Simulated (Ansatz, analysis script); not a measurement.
# NiO: E(q) by the generalised Bloch theorem

Aim: the energy of NiO as its moments wind into spirals of wavevector q.

Calculated with Ansatz 0.2.0; PBE, PAW set soft_2.

**What experiment says.**

For NiO, rock salt (NaCl structure) (bulk NiO, value quoted from literature), “Local correlations, non-local screening, multiplets, and band formation in NiO” (2012, arxiv:1210.6675) quotes earlier work: ordering temperature (Neel temperature) 523 K [Literature value cited from ref 1 in the introduction].

Most raw output is cut from this account.

### Step 1. Set-up

The structure is cubic, space group Fm-3m (No. 225). Conventional cell: a = 4.172 Å, b = 4.172 Å, c = 4.172 Å, α = 90.00°, β = 90.00°, γ = 90.00°. Nearest to Ni lie 6 O at 2.09 Å. Nearest to O lie 6 Ni at 2.09 Å. Farther neighbours and most contacts between anions are not listed.

### Step 2. Starting state

First a free collinear run, to see which state the typed moments lead to.

input.yaml reads:

```yaml
crystal:
  lattice:
    - [0.0, 2.0859016414, 2.0859016414]
    - [2.0859016414, 0.0, 2.0859016414]
    - [2.0859016414, 2.0859016414, 0.0]
  atoms:
    - { symbol: Ni, position: [0.0, 0.0, 0.0], spin: 2.0 }
    - { symbol: O, position: [0.5, 0.5, 0.5] }
magnetization:
  spin_polarized: true
kpoints:
  mp_grid: { grid: [7, 7, 7] }
hamiltonian:
  xc: pbe
scf:
  occupations: { method: fermi_dirac, width: 0.05 }
  max_iter: 120
  convergence: { dr2_threshold: 1.0e-08 }
```

The run is started by

```console
ansatz run input.yaml --threads 2 --pin off --max-ram 5120MiB --backend cpu --events-out ev --progress --plain --runs-dir out
```

Run time: 1.4 s. Hardware: 2 threads of Arm Neoverse V2, shared host; peak memory 0.26 GiB.

Spin moment in the atom's sphere by atom:

```
atom  spin moment in the atom's sphere (μB)
 Ni1                                   1.43
  O2                                   0.29
```

Tables count atoms from 1; parts of the log count from 0.

The run ends ferromagnetic, with a net moment of 1.77 μB a cell. Only this order was typed.

### Step 3. The same state on a denser mesh

Levels at the Fermi energy are partly filled, so moments and energy differences can hang on the k-mesh, and the state is solved again on a denser one.

input.yaml, the sections that differ from step 2:

```yaml
crystal:
  lattice:
    - [0.0, 2.0859016414, 2.0859016414]
    - [2.0859016414, 0.0, 2.0859016414]
    - [2.0859016414, 2.0859016414, 0.0]
  atoms:
    - { symbol: Ni, position: [0.0, 0.0, 0.0], spin: 1.43 }
    - { symbol: O, position: [0.5, 0.5, 0.5] }
kpoints:
  mp_grid: { grid: [16, 16, 16] }
basis:
  ecutwfc: 420.0
checkpoint:
  read: start
  write: ck
  compress: false
  write_wavefunctions: false
  write_every: 100000
# magnetization, hamiltonian, scf: as in step 2
```

Wall time 2.4 s (2 threads); peak memory 0.33 GiB; 4.6 s of CPU time.

Spin moment in the atom's sphere by atom:

```
atom  spin moment in the atom's sphere (μB)
 Ni1                                   1.39
  O2                                   0.27
```

The run ends ferromagnetic, with a net moment of 1.72 μB a cell, against 1.77 μB on the first mesh.

Each spiral starts from these moments, tilted 90° from the rotation axis z (a flat spiral); sizes are free, while the program holds flat spirals in their plane. Spin–orbit coupling is switched off, so the energy does not depend on how the axis lies in the crystal. The folder named start holds the saved collinear state, from which each run begins.

### Step 4. q = (0, 0, 0)

The reference is the same input at q = 0, so that basis and exchange-correlation form match those at other q. Every q is chosen so that q/2 is a mesh vector: every spiral then samples the k-points of q = 0, and much mesh noise cancels.

input.yaml, the sections that differ from step 3:

```yaml
crystal:
  lattice:
    - [0.0, 2.0859016414, 2.0859016414]
    - [2.0859016414, 0.0, 2.0859016414]
    - [2.0859016414, 2.0859016414, 0.0]
  atoms:
    - { symbol: Ni, position: [0.0, 0.0, 0.0], spin: 1.39, spin_axis: [1.0, 0.0, 0.0] }
    - { symbol: O, position: [0.5, 0.5, 0.5] }
magnetization:
  noncollinear: true
  spin_spiral: { q: [0.0, 0.0, 0.0] }
checkpoint:
  read: start
# kpoints, hamiltonian, scf, basis: as in step 3
```

The run is started by

```console
ansatz run input.yaml --threads 1 --pin off --max-ram 2560MiB --backend cpu --events-out ev --progress --plain --runs-dir out
```

Elapsed: 11 s, on 1 thread; peak memory 0.4 GiB.

The largest moment is 1.39 μB, against 1.39 μB in the collinear run.

### Step 5. q = (0.125, 0, 0.125)

Only q changes. The cell stays that of the crystal, since the generalised Bloch theorem carries the rotation from cell to cell.

input.yaml, as its differences from that of step 4:

```diff
@@ -20,3 +20,3 @@
   noncollinear: true
-  spin_spiral: { q: [0.0, 0.0, 0.0] }
+  spin_spiral: { q: [0.125, 0.0, 0.125] }
 checkpoint:
```

The job ended after 55 s (1 thread; peak memory 0.59 GiB).

The energy of the cell lies 43.9 meV below that at q = 0, and the largest moment is 1.43 μB against 1.39 μB.

### Step 6. q = (0.125, 0.125, 0.125)

input.yaml, as its differences from that of step 5:

```diff
@@ -20,3 +20,3 @@
   noncollinear: true
-  spin_spiral: { q: [0.125, 0.0, 0.125] }
+  spin_spiral: { q: [0.125, 0.125, 0.125] }
 checkpoint:
```

It took 66 s on 1 thread; peak memory 0.66 GiB.

The energy of the cell lies 35.9 meV below that at q = 0, and the largest moment is 1.44 μB against 1.39 μB.

### Step 7. q = (0.375, 0.375, 0.75)

input.yaml, as its differences from that of step 6:

```diff
@@ -20,3 +20,3 @@
   noncollinear: true
-  spin_spiral: { q: [0.125, 0.125, 0.125] }
+  spin_spiral: { q: [0.375, 0.375, 0.75] }
 checkpoint:
```

Wall time 2.8 min (1 thread); peak memory 0.87 GiB.

The energy of the cell lies 65.1 meV below that at q = 0, and the largest moment is 1.46 μB against 1.39 μB.

### Step 8. q = (0.625, 0.25, 0.625)

input.yaml, as its differences from that of step 7:

```diff
@@ -20,3 +20,3 @@
   noncollinear: true
-  spin_spiral: { q: [0.375, 0.375, 0.75] }
+  spin_spiral: { q: [0.625, 0.25, 0.625] }
 checkpoint:
```

Run time: 4 min. Hardware: 1 thread; peak memory 1.4 GiB.

The energy of the cell lies 65.1 meV below that at q = 0, and the largest moment is 1.46 μB against 1.39 μB.

The other 9 runs of this kind were made alike; their results stand in the table below.

### Step 9. Side runs that gave no result

| changed | outcome |
| --- | --- |
| scf.initial_density.chi_scale | cut off at the time limit |

### Step 10. E(q)

```
q (reciprocal lattice)  path length (1/Å)  E(q) − E(0) (meV a magnetic atom)  |m| Ni no. 1 (μB)
             (0, 0, 0)              0.000                               0.00               1.39
     (0.125, 0, 0.125)              0.377                             -43.92               1.43
       (0.25, 0, 0.25)              0.753                             -88.82               1.41
     (0.375, 0, 0.375)              1.130                             -22.74               1.42
         (0.5, 0, 0.5)              1.506                              36.58               1.36
     (0.5, 0.125, 0.5)              1.832                              -6.94               1.44
  (0.625, 0.25, 0.625)              2.158                             -65.07               1.46
    (0.5, 0.25, 0.625)              2.484                             -82.93               1.44
    (0.5, 0.375, 0.75)              2.861                             -82.93               1.44
  (0.375, 0.375, 0.75)              3.187                             -65.07               1.46
   (0.25, 0.25, 0.625)              3.513                            -158.77               1.42
     (0.25, 0.25, 0.5)              3.839                            -176.84               1.42
  (0.125, 0.125, 0.25)              4.372                             -88.86               1.45
 (0.125, 0.125, 0.125)              4.698                             -35.92               1.44
             (0, 0, 0)              5.024                               0.00               1.39
```

### Step 11. Fit by Heisenberg shells

For rigid moments E(q) is a sum of cosines over neighbour shells, so a fit gives the couplings, and from them an ordering temperature.

E = −Σ J e·e over ordered pairs (each pair twice, J > 0 for parallel moments) is fitted to 13 points (copies by symmetry counted).

The fitted shells:

```
 pair  distance (Å)  neighbours a magnetic atom  J (meV)
Ni-Ni          2.95                          12    1.986
Ni-Ni         4.172                           6   -25.43
Ni-Ni         5.109                          24  -0.1152
Ni-Ni           5.9                          12  -0.2029
Ni-Ni         6.596                          24   0.3395
```

This step gave:

```
r.m.s. miss of the fit             : 1.406 meV
ordering temperature, mean field   : 1162 K
wavevector of the mean-field order : 0, 0, 0.5 reciprocal lattice
```

### Step 12. What came out

```json
{
 "lowest point of the path": "q = (0.25, 0.25, 0.5), -177 meV a magnetic atom from q = 0",
 "highest point": "36.6 meV a magnetic atom",
 "J of the nearest shell": "1.99 meV",
 "mean-field temperature": "1162 K"
}
```

What this shows: The state at q = (0.25, 0.25, 0.5) lies 177 meV a magnetic atom below the ferromagnetic start, so that start is not the lowest state. The fitted couplings put a lower state at a point not run, q = (0, 0, 0.5) and about -276 meV, so the order is not settled by the path. The moments change by at most 5 % from their size at q = 0, so they are nearly rigid. The fit misses by 0.66 % of the energy range, so the shells describe the path well, though few points can't fix distant couplings. The temperatures are those of classical unit spins, and mean field runs high. The 14 spiral runs took 41 min of wall time, added up. Without a U, semilocal functionals delocalise the d or f electrons of such compounds, which shrinks moments, overestimates superexchange, narrows or closes the gap and can change the order. Energies are free energies at a smearing of 0.05 eV, and with partly filled levels differences shift, at times strongly, as the smearing goes to zero.

Calculation against experiment:

| quantity | measured | PBE, PAW set soft_2, mean field on the fit |
| --- | --- | --- |
| ordering temperature (K) | 523 | 1162 (+122.1 %) |

Measured values from arxiv:1210.6675 (2012).

How well it matches: The ordering temperature is off by +122.1 %: a clear miss. Mean-field temperatures run high for given couplings and spin length. No cell relaxation is part of this session.

[Logs and program files are shortened in this print: banners, set-up blocks, solver, clock and traceback lines can be left out without a mark of their own.]

[Logs are printed without paths, hosts, clocks, repeated set-up lines and the standing remarks that a program may print on its own settings, such as how far it seeks lower states.]

[Hosts, paths, dates, database ids (printed as entryN), source tags and the programs' standing remarks are cut or masked in the printed files.]
